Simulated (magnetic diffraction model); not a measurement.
# Which magnetic order? YbGa3Rh

Space group Pm-3m (no. 221), a = 6.3560 Å.

```
site  atom       x       y       z
  3c    Yb       0     1/2     1/2
  3d    Rh     1/2       0       0
  8g    Ga  0.2059  0.2059  0.2059
  1b    Ga     1/2     1/2     1/2
```

This is a made-up structure (elements placed in a structure type, unrelaxed), so the numbers test the method and describe no known phase.

Only Yb is taken to order (form factors of Yb3+); orders and moment sizes are assumed, and not adapted to the symmetry. Radiation: neutrons of λ = 2.0775 Å, 8° to 90°; isotropic B of 0.36 Å² (Yb), 0.38 Å² (Rh) and 0.54 Å² (Ga). The intensities are simulated: I ∝ L Σ (|F_N|² + |F_M⊥|²) for unpolarised neutrons, with F_M = 2.695 fm/μB × Σ f(s) S exp(2πi Q·r) exp(−B s²) at Q = H ± k (one set where k and −k are equivalent), only the part normal to Q counting and L = 1/(sin²θ cos θ). For collinear order S is the moment m, which repeats by lattice and centring translations R with the sign exp(−2πi k·R). Form factors are spin-only for 3d ions and dipole or tabulated for f ions, scattering lengths are Sears's of 1992, and absorption is left out. A label names one of the reflections at its angle. The strongest nuclear line in the range is 100, and lines under 0.2 are left out.

Above the ordering temperature:

```
2θ (°)    index      I
 26.73  (1 1 0)    1.6
 32.89  (1 1 1)    2.9
 38.16  (2 0 0)    1.4
 42.87  (2 1 0)   21.3
 47.20  (2 1 1)    5.2
 55.06  (2 2 0)  100.0
 58.72  (3 0 0)   13.4
 62.24  (3 1 0)    7.9
 65.64  (3 1 1)    1.2
 68.96  (2 2 2)    3.1
 72.21  (3 2 0)    6.1
 81.64  (4 0 0)   20.1
 84.73  (4 1 0)   20.1
 87.80  (4 1 1)    2.8
```

Below it (cell unchanged):

```
2θ (°)      I
  9.37    7.9
 21.06    0.7
 26.73    1.6
 28.38    2.7
 32.89    2.9
 34.27    0.4
 38.16    1.4
 39.38    2.1
 42.87   21.3
 43.98    0.3
 47.20    5.2
 48.23    1.0
 52.21    0.4
 55.06  100.0
 55.99    1.1
 58.72   13.4
 62.24    7.9
 63.10    1.4
 65.64    1.2
 66.48    0.2
 68.96    3.1
 69.78    0.7
 72.21    6.1
 76.18    0.6
 81.64   20.1
 82.42    0.9
 84.73   20.1
 87.80    2.8
 88.56    0.3
```

**Question.** Check that the new lines index with k = (1/2 0 0), then choose among these models:
A. collinear moments along [001], 2.2 μB on Yb; signs + at (0, 1/2, 1/2), + at (1/2, 0, 1/2), + at (1/2, 1/2, 0)
B. collinear moments along [001], 2.2 μB on Yb; signs + at (0, 1/2, 1/2), − at (1/2, 0, 1/2), + at (1/2, 1/2, 0)
C. collinear moments along [110], 2.2 μB on Yb; signs + at (0, 1/2, 1/2), − at (1/2, 0, 1/2), + at (1/2, 1/2, 0)
D. collinear moments along [110], 2.2 μB on Yb; signs + at (0, 1/2, 1/2), + at (1/2, 0, 1/2), + at (1/2, 1/2, 0)

The new lines index as (1/2 0 0) at 9.37°, (1/2 1 0) at 21.06°, (3/2 0 0) at 28.38° and (3/2 1 0) at 34.27°, that is as H ± k with k = (1/2 0 0), one of 3 inequivalent arms of its star (k and −k counted as one), which a powder can't tell apart. Half indices mean that the moments reverse under translations with k·R a half-integer, and the magnetic cell has twice the primitive volume.

Magnetic intensity, observed (below minus above) and for each model:

| 2θ (°) | index | observed | A | B | C | D |
| --- | --- | --- | --- | --- | --- | --- |
| 9.37 | (1/2 0 0) | 7.9 | 7.9 | 1.6 | 0.8 | 4.0 |
| 21.06 | (1/2 1 0) | 0.7 | 0.7 | 3.7 | 4.3 | 0.9 |
| 28.38 | (3/2 0 0) | 2.7 | 2.7 | 0.5 | 0.6 | 2.8 |
| 34.27 | (3/2 1 0) | 0.4 | 0.4 | 1.9 | 1.3 | 0.3 |
| 39.38 | (3/2 1 1) | 2.1 | 2.1 | 0.4 | 0.5 | 2.2 |
| 43.98 | (1/2 2 1) | 0.3 | 0.3 | 1.4 | 1.9 | 0.4 |
| 52.21 | (5/2 1 0) | 0.4 | 0.4 | 2.0 | 1.7 | 0.3 |
| 63.10 | (5/2 2 0) | 1.4 | 1.4 | 0.3 | 0.3 | 1.6 |

Model A matches.

The structure used: k = (1/2 0 0), collinear moments along [001], 2.2 μB on Yb; signs + at (0, 1/2, 1/2), + at (1/2, 0, 1/2), + at (1/2, 1/2, 0).

[Logs are printed without paths, hosts, clocks, repeated set-up lines and the standing remarks that a program may print on its own settings, such as how far it seeks lower states.]
